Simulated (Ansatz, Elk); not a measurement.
# How far do independent atoms describe Zn2Si3Ni?

Structure refinements treat a crystal as free atoms side by side. For a made-up structure of Zn2Si3Ni (cell and positions from a PBE relaxation) the runs below show what the calculated density changes in F(hkl).

Program: Elk 11.2.3 (patched build). Level of theory: DFT, PBE, all-electron APW+lo, Dirac cores, scalar-relativistic bands, static density, no spin. Results are calculated unless marked as measured.

The structure was built from a prototype and need not be the compound's stable phase.

### Step 1. Starting point

Symmetry: P-6m2, No. 187, hexagonal system. The conventional cell has a = 4.088 Å, b = 4.088 Å, c = 6.099 Å, α = 90.00°, β = 90.00°, γ = 120.00°. Nearest to Zn lie 1 Zn at 2.66 Å and 3 Ni at 2.71 Å and 9 Si at 2.71 to 2.92 Å. Ni has 3 Si at 2.36 Å and 6 Zn at 2.71 Å nearest. Nearest to Si lie 3 Si at 2.36 Å and 6 Zn at 2.92 Å. Nearest to Si lie 3 Ni at 2.36 Å and 6 Zn at 2.71 Å. Nearest to Si lie 3 Si at 2.36 Å and 6 Zn at 2.92 Å. Farther neighbours are not listed.

### Step 2. Ground state and structure factors

An all-electron density is needed, since X-rays see the cores too. Task 0 finds the density and task 195 Fourier-transforms it; tshift is off so that phases refer to the origin typed.

elk.in

```
tasks
  0
  195

xctype
  20

spinpol
  .false.

rgkmax
  7.0

gmaxvr
  14.0

lmaxo
  7

lmaxapw
  8

swidth
  0.002

tshift
  .false.

ramdisk
  .false.

hmaxvr
  5.5

maxscl
  120

epspot
  1e-06

sppath
  './'

avec
  7.72452257285 0.00000000000 0.00000000000
  -3.86226128642 6.68963278019 0.00000000000
  0.00000000000 0.00000000000 11.52541072412

atoms
  3
  'Zn.in'
  2
  0.3333333333 0.6666666667 0.7818060405   0.000000 0.000000 0.000000
  0.3333333333 0.6666666667 0.2181939595   0.000000 0.000000 0.000000
  'Ni.in'
  1
  0.6666666667 0.3333333333 0.0000000000   0.000000 0.000000 0.000000
  'Si.in'
  3
  0.0000000000 0.0000000000 0.5000000000   0.000000 0.000000 0.000000
  -0.0000000000 -0.0000000000 0.0000000000   0.000000 0.000000 0.000000
  0.6666666667 0.3333333333 0.5000000000   0.000000 0.000000 0.000000

ngridk
  6 6 4
```

Command:

```
OMP_NUM_THREADS=4 elk
```

Numbers of over 12 decimals in the logs are rounded to 6 here.

What it wrote:

```text
┌─────────────────────────┐
│ Elk code version 11.2.3 │
└─────────────────────────┘

All units are atomic (Hartree, Bohr, etc.)

┌─────────────────────────────────────────────────┐
│ Ground-state run starting from atomic densities │
└─────────────────────────────────────────────────┘

Lattice vectors :
   7.724522573       0.000000000       0.000000000
  -3.862261286       6.689632780       0.000000000
   0.000000000       0.000000000       11.52541072

Reciprocal lattice vectors :
  0.8134075922      0.4696210923      -0.000000000
   0.000000000      0.9392421847       0.000000000
   0.000000000      -0.000000000      0.5451593403

Unit cell volume      :    595.5666026
Brillouin zone volume :   0.4164944984

Muffin-tin inner radius fraction :   0.1000000000E-01

Nuclei treated as point charges

Species : 1 (Zn)
 parameters loaded from : Zn.in
 name : zinc
 nuclear charge    :   -30.00000000
 electronic charge :    30.00000000
 atomic mass :    119233.3130
 muffin-tin radius :    2.400000000
 number of radial points in muffin-tin :    993
 inner part over the whole radius :   0.9843840322E-02
 number on inner part of muffin-tin    :    701
 approximate nuclear radius :   0.7484757725E-04
 number of mesh points to nuclear radius :    337
 atomic positions (lattice), magnetic fields (Cartesian) :
  1 :   0.33333333  0.66666667  0.78180604    0.00000000  0.00000000  0.00000000
  2 :   0.33333333  0.66666667  0.21819396    0.00000000  0.00000000  0.00000000

Species : 2 (Ni)
 parameters loaded from : Ni.in
 name : nickel
 nuclear charge    :   -28.00000000
 electronic charge :    28.00000000
 atomic mass :    106991.5231
 muffin-tin radius :    2.300741837
 number of radial points in muffin-tin :    993
 inner part over the whole radius :   0.9911394540E-02
 number on inner part of muffin-tin    :    700
 approximate nuclear radius :   0.7325707712E-04
 number of mesh points to nuclear radius :    335
 atomic positions (lattice), magnetic fields (Cartesian) :
  1 :   0.66666667  0.33333333  0.00000000    0.00000000  0.00000000  0.00000000

Species : 3 (Si)
 parameters loaded from : Si.in
 name : silicon
 nuclear charge    :   -14.00000000
 electronic charge :    14.00000000
 atomic mass :    51196.73458
 muffin-tin radius :    2.109013350
 number of radial points in muffin-tin :    793
 inner part over the whole radius :   0.9836695479E-02
 number on inner part of muffin-tin    :    552
 approximate nuclear radius :   0.5963282101E-04
 number of mesh points to nuclear radius :    247
 atomic positions (lattice), magnetic fields (Cartesian) :
  1 :   0.00000000  0.00000000  0.50000000    0.00000000  0.00000000  0.00000000
  2 :   0.00000000  0.00000000  0.00000000    0.00000000  0.00000000  0.00000000
  3 :   0.66666667  0.33333333  0.50000000    0.00000000  0.00000000  0.00000000

Total number of atoms per unit cell :    6
Total muffin-tin volume :    284.7081087
 ratio of muffin-tin to unit cell volume :   0.4780457928

Spin treatment :
 spin-unpolarised

Number of Bravais lattice symmetries :   24
Number of crystal symmetries         :   12
Crystal has no inversion symmetry
Complex Hermitian eigensolver will be used

k-point grid :      6     6     4
k-point offset :    0.000000000       0.000000000       0.000000000
k-point set is reduced with full crystal symmetry group
Total number of k-points :       30

Muffin-tin radius times maximum |G+k| :    7.000000000
 using average radius
Maximum |G+k| for APW functions       :    3.127843478
Maximum (1/2)|G+k|²                   :    4.891702411
Maximum |G| for potential and density :    14.00000000
Constant for pseudocharge density :    8
 order of it for each species :   15  15  15
 order of it for pair densities of each species (exact exchange by exxq0 0: 16) :   11  10   8
Radial integration step length :    1

G-vector grid sizes :     35    35    54
Number of G-vectors :    27567

Maximum angular momentum used for
 APW functions            :    8
 outer part of muffin-tin :    7
[...]
correlation                 :     -5.941208
 electron entropic           :    -0.36309457100862E-03
 total energy                :     -5983.5137806862

Density of states at Fermi energy :    23.81659876
 (states/Hartree/unit cell)

Estimated indirect band gap :   0.5706947517E-02
 from k-point 12 to k-point 2
Estimated direct band gap   :   0.1140999515E-01
 at k-point 2

Charges :
 core                        :    66.00000000
 valence                     :    64.00000000
 interstitial                :    8.838867078
 muffin-tins (core leakage)
  species : 1 (Zn)
[...]
species : 2 (Ni)
[...]
species : 3 (Si)
[...]
total in muffin-tins        :    121.1611329
 total calculated charge     :    129.9926624
 total charge                :    130.0000000
 error                       :   0.7337592382E-02

RMS change in Kohn-Sham potential (target) :   0.5870434196     (  0.1000000000E-05)
Absolute change in total energy (target)   :   0.3345958808E-01 (  0.1000000000E-03)

[... loops 3 to 17 left out ...]

┌──────────────────┐
│ Loop number : 18 │
└──────────────────┘

Energies :
 Fermi                       :     0.288894
 sum of occupied eigenvalues :     -3399.9852146226
 electron kinetic            :      6075.5859391144
 core electron kinetic       :      5474.2039165037
 Coulomb                     :     -11789.084816574
 Coulomb potential           :     -9125.6586806906
 nuclear-nuclear             :     -906.81337940785
 electron-nuclear            :     -12663.700348928
 Hartree                     :      1781.4289117616
 Madelung                    :     -7226.2554762288
 xc potential                :     -349.91247304641
 exchange                    :     -263.67057137767
 correlation                 :     -5.941216
 electron entropic           :    -0.14102068201632E-02
 total energy                :     -5983.1120749525

Density of states at Fermi energy :    116.1636068
 (states/Hartree/unit cell)

Estimated indirect band gap :   0.7193938244E-03
 from k-point 24 to k-point 7
Estimated direct band gap   :   0.1062438378E-01
 at k-point 9

Charges :
 core                        :    66.00000000
 valence                     :    64.00000000
 interstitial                :    9.054433555
 muffin-tins (core leakage)
  species : 1 (Zn)
[...]
species : 2 (Ni)
[...]
species : 3 (Si)
[...]
total in muffin-tins        :    120.9455664
 total calculated charge     :    129.9928673
 total charge                :    130.0000000
 error                       :   0.7132714743E-02

RMS change in Kohn-Sham potential (target) :   0.6954702135E-06 (  0.1000000000E-05)
Absolute change in total energy (target)   :   0.5308696291E-04 (  0.1000000000E-03)

Convergence targets achieved

┌──────────────────┐
│ Loop number : 19 │
└──────────────────┘

Energies :
 Fermi                       :     0.288894
 sum of occupied eigenvalues :     -3399.9852063080
 electron kinetic            :      6075.5859724122
 core electron kinetic       :      5474.2039190579
 Coulomb                     :     -11789.084842625
 Coulomb potential           :     -9125.6586411364
 nuclear-nuclear             :     -906.81337940785
 electron-nuclear            :     -12663.700440669
 Hartree                     :      1781.4289774520
 Madelung                    :     -7226.2555220571
 xc potential                :     -349.91253758381
 exchange                    :     -263.67057388580
 correlation                 :     -5.941216
 electron entropic           :    -0.14102068534758E-02
 total energy                :     -5983.1120702411

Density of states at Fermi energy :    116.1634840
 (states/Hartree/unit cell)

Estimated indirect band gap :   0.7194354383E-03
 from k-point 24 to k-point 7
Estimated direct band gap   :   0.1062428026E-01
 at k-point 9

Charges :
 core                        :    66.00000000
 valence                     :    64.00000000
 interstitial                :    9.054432359
 muffin-tins (core leakage)
  species : 1 (Zn)
[...]
species : 2 (Ni)
[...]
species : 3 (Si)
   atom 1                    :    11.99754239     (  0.2119308748E-02)
   atom 2                    :    11.96644543     (  0.2101180823E-02)
   atom 3                    :    11.98029393     (  0.2111868790E-02)
 total in muffin-tins        :    120.9455676
 total calculated charge     :    129.9928673
 total charge                :    130.0000000
 error                       :   0.7132714945E-02

┌──────────────────────────────┐
│ Self-consistent loop stopped │
└──────────────────────────────┘

Warning : core states of species 2 leak from the muffin-tin :   0.4770556470E-03

Warning : core states of species 3 leak from the muffin-tin :   0.2119308748E-02

Wrote STATE.OUT
```

The job ended after 38 s (4 threads of AMD EPYC 7B13 (Zen 3), shared host; peak memory 0.21 GiB; 1.9 min of CPU time).

SFACRHO.OUT:

```text

h k l indices transformed by vhmat matrix:
   1.000000000       0.000000000       0.000000000    
   0.000000000       1.000000000       0.000000000    
   0.000000000       0.000000000       1.000000000    

      h      k      l  multipl.   |H|            Re(F)            Im(F)           |F|

      0      0      0      1   0.0000000       130.00000      0.15173599E-16   130.00000    
      0      0     -1      2  0.54515934       25.261651     -0.27446232E-14   25.261651    
      1      0      0      3  0.93924218      -21.983862       14.788462       26.495071    
      0      1      0      3  0.93924218      -21.983862      -14.788462       26.495071    
     -1      1     -1      6   1.0859901      -11.667069      -2.6030755       11.953932    
      1     -1     -1      6   1.0859901      -11.667069       2.6030755       11.953932    
      0      0      2      2   1.0903187       8.3512799     -0.13389820E-13   8.3512799    
      0     -1     -2      6   1.4390868       24.946037      -64.331712       68.999086    
     -1      0     -2      6   1.4390868       24.946037       64.331712       68.999086    
     -1      2      0      6   1.6268152       91.890055      0.98715519E-08   91.890055    
      0      0     -3      2   1.6354780      -13.840491     -0.58082626E-13   13.840491    
     -2      1      1     12   1.7157291       20.071593     -0.16507006E-08   20.071593    
     -2      2      0      3   1.8784844      -18.354712      -12.992777       22.487946    
     -2      0      0      3   1.8784844      -18.354712       12.992777       22.487946    
      1     -1      3      6   1.8859916       6.5832485       29.901645       30.617765    
      1      0     -3      6   1.8859916       6.5832485      -29.901645       30.617765    
      2     -2      1      6   1.9559914      -9.3873194      -2.1154946       9.6227378    
     -2      2     -1      6   1.9559914      -9.3873194       2.1154946       9.6227378
```

Elk indexes on the primitive cell of elk.in and gives |H| = 4π sin θ/λ in inverse bohr. Below, one row stands for each form hkl of the conventional cell (m members, Friedel mates merged), F is for one primitive cell and the density is static (no thermal factor). Free-atom factors are Waasmaier and Kirfel's, and R is Σm||F|−|F'||/Σm|F|.

```tsv
hkl	m	sin θ/λ (Å⁻¹)	abs F, DFT	neutral atoms	diff.	abs of complex diff.
001	2	0.082	25.262	25.119	+0.142	0.142
100	6	0.141	26.495	26.845	-0.350	0.467
101	12	0.163	11.954	11.862	+0.092	0.146
002	2	0.164	8.351	7.584	+0.768	0.768
102	12	0.216	68.999	69.304	-0.305	0.309
110	6	0.245	91.890	92.747	-0.857	0.857
003	2	0.246	13.841	13.917	-0.077	0.077
111	12	0.258	20.072	20.189	-0.117	0.117
200	6	0.282	22.488	22.446	+0.042	0.046
103	12	0.284	30.618	30.909	-0.291	0.294
201	12	0.294	9.623	9.660	-0.037	0.151
112	12	0.294	5.226	5.218	+0.008	0.008
202	12	0.327	57.490	57.959	-0.469	0.470
004	2	0.328	68.984	69.121	-0.136	0.136
```

### Step 3. The highest occupied states alone

An energy window below the Fermi level keeps the highest occupied states, to see at which angles they scatter; shallow core shells can lie inside it and anion s states outside. No new self-consistency is needed.

elk.in: that of step 2 with these lines changed.

```diff
@@ -1,3 +1,2 @@
 tasks
-  0
   195
@@ -40,2 +39,5 @@
 
+wsfac
+  -0.078600 0.588890
+
 sppath
```

Command:

```
OMP_NUM_THREADS=4 elk
```

What it wrote:

```text
┌─────────────────────────────────┐
│ Elk code version 11.2.3 started │
└─────────────────────────────────┘

Info(readinput): the functional depends on the density's gradient
 muffin-tin radial points multiplied by    2.00000
 (not where nrmtscf is given)

┌────────────────────┐
│ Current task : 195 │
└────────────────────┘
Info(checkmt): changed muffin-tin radius of species 2 (Ni) from   2.4000 to   2.3007
Info(checkmt): changed muffin-tin radius of species 3 (Si) from   2.2000 to   2.1090

Info(sfacrho): density structure factors written to SFACRHO.OUT

 Energy window :  -0.7860000000E-01  0.5888900000

┌──────────────────┐
│ Elk code stopped │
└──────────────────┘
```

It took 8.4 s on 4 threads; peak memory 0.16 GiB.

States within 10 eV below the Fermi level hold 43.74 electrons; any levels below the window count with the cores, and a count that is not whole means the window cuts a band. Their amplitudes can exceed the total, where window and core parts have opposite phase:

```tsv
hkl	sin θ/λ (Å⁻¹)	abs F, window	abs F, all
001	0.082	11.122	25.262
100	0.141	13.478	26.495
101	0.163	5.033	11.954
002	0.164	5.926	8.351
102	0.216	16.830	68.999
110	0.245	17.786	91.890
003	0.246	2.563	13.841
111	0.258	7.015	20.072
200	0.282	10.362	22.488
103	0.284	9.231	30.618
```

### Step 4. Another functional

The difference from free atoms is small, so it is set against the change that LDA (Perdew-Wang) makes.

elk.in: that of step 3 with these lines changed.

```diff
@@ -1,2 +1,3 @@
 tasks
+  0
   195
@@ -4,3 +5,3 @@
 xctype
-  20
+  3
 
@@ -39,5 +40,2 @@
 
-wsfac
-  -0.078600 0.588890
-
 sppath
```

Command:

```
OMP_NUM_THREADS=4 elk
```

What it wrote:

```text
┌─────────────────────────┐
│ Elk code version 11.2.3 │
└─────────────────────────┘

All units are atomic (Hartree, Bohr, etc.)

┌─────────────────────────────────────────────────┐
│ Ground-state run starting from atomic densities │
└─────────────────────────────────────────────────┘

Lattice vectors :
   7.724522573       0.000000000       0.000000000
  -3.862261286       6.689632780       0.000000000
   0.000000000       0.000000000       11.52541072

Reciprocal lattice vectors :
  0.8134075922      0.4696210923      -0.000000000
[...]
species : 3 (Si)
[...]
atom 2                    :    11.97095747     (  0.2144419000E-02)
   atom 3                    :    11.99029106     (  0.2156064987E-02)
 total in muffin-tins        :    121.0514795
 total calculated charge     :    129.9927016
 total charge                :    130.0000000
 error                       :   0.7298400432E-02

┌──────────────────────────────┐
│ Self-consistent loop stopped │
└──────────────────────────────┘

Warning : core states of species 2 leak from the muffin-tin :   0.4987649596E-03

Warning : core states of species 3 leak from the muffin-tin :   0.2164734588E-02

Wrote STATE.OUT
[key lines of the parts left out:]
total energy                :     -5972.3519033382
```

Elapsed: 23 s, on 4 threads; peak memory 0.16 GiB; 71 s of CPU time.

Against the first run R = 0.09 %; the largest change is -0.086 at 300.

### Step 5. A coarser k-mesh

About half the k-points along each axis test the sampling.

elk.in: that of step 4 with these lines changed.

```diff
@@ -5,3 +5,3 @@
 xctype
-  3
+  20
 
@@ -64,2 +64,2 @@
 ngridk
-  6 6 4
+  3 3 2
```

Command:

```
OMP_NUM_THREADS=4 elk
```

What it wrote:

```text
┌─────────────────────────┐
│ Elk code version 11.2.3 │
└─────────────────────────┘

All units are atomic (Hartree, Bohr, etc.)

┌─────────────────────────────────────────────────┐
│ Ground-state run starting from atomic densities │
└─────────────────────────────────────────────────┘

Lattice vectors :
   7.724522573       0.000000000       0.000000000
  -3.862261286       6.689632780       0.000000000
   0.000000000       0.000000000       11.52541072

Reciprocal lattice vectors :
  0.8134075922      0.4696210923      -0.000000000
[...]
species : 3 (Si)
[...]
atom 2                    :    11.95889823     (  0.2097584423E-02)
   atom 3                    :    11.98429788     (  0.2114143036E-02)
 total in muffin-tins        :    120.9363360
 total calculated charge     :    129.9928765
 total charge                :    130.0000000
 error                       :   0.7123547031E-02

┌──────────────────────────────┐
│ Self-consistent loop stopped │
└──────────────────────────────┘

Warning : core states of species 2 leak from the muffin-tin :   0.4769121457E-03

Warning : core states of species 3 leak from the muffin-tin :   0.2129385830E-02

Wrote STATE.OUT
[key lines of the parts left out:]
total energy                :     -5983.1263764114
```

Wall time 20 s (4 threads); peak memory 0.19 GiB; 44 s of CPU time.

Against the first run R = 0.05 %; the largest change is -0.079 at 001.

### Step 6. Settings against the effect

```tsv
run	R against the first run (%)	R against neutral atoms, low angle (%)	wall time
PBE, rgkmax 7	0.00	0.73	38 s
LDA (Perdew-Wang)	0.09	0.75	23 s
k-mesh 3×3×2	0.05	0.71	20 s
```

### Step 7. Outcome

| Property | Result |
| --- | --- |
| R against neutral atoms, sin θ/λ < 0.3 Å⁻¹ | 0.73 % |
| R against neutral atoms, 0.3 to 0.83 Å⁻¹ | 0.26 % |

What this shows: Independent neutral atoms miss the calculated amplitudes by R = 0.73 % below 0.3 Å⁻¹ and 0.26 % from there to 0.83 Å⁻¹; by shells, 1.14 % below 0.15 Å⁻¹ (2 forms), 0.69 % 0.15 to 0.3 (10 forms), 0.30 % 0.3 to 0.45 (15 forms), 0.25 % above 0.45 (91 forms). Bonding, aspherical density and the tables' own atoms all enter these figures, and the runs don't part them. The largest change of an amplitude is -0.86 electrons, at 110. R counts amplitudes alone; phases shift too. The window's part falls from 43.7 electrons at the origin to at most 7.14 between 0.45 and 0.83 Å⁻¹, where compact states inside the window still scatter. Below 0.3 Å⁻¹ the changes that finished (LDA (Perdew-Wang) and k-mesh 3×3×2) move F by R = 0.06 % at most, against the 0.73 % that separates it from free atoms. The basis has no finished test. These runs have no spin, though d or f shells may be open. Part of the difference isn't bonding: the tables are fits to free atoms and ions calculated by other methods than this functional. Thermal motion, anomalous dispersion and extinction are left out.

[Logs are printed without paths, hosts, clocks, repeated set-up lines and the standing remarks that a program may print on its own settings, such as how far it seeks lower states.]

[Hosts, paths, dates, database ids (printed as entryN), source tags and the programs' standing remarks are cut or masked in the printed files.]
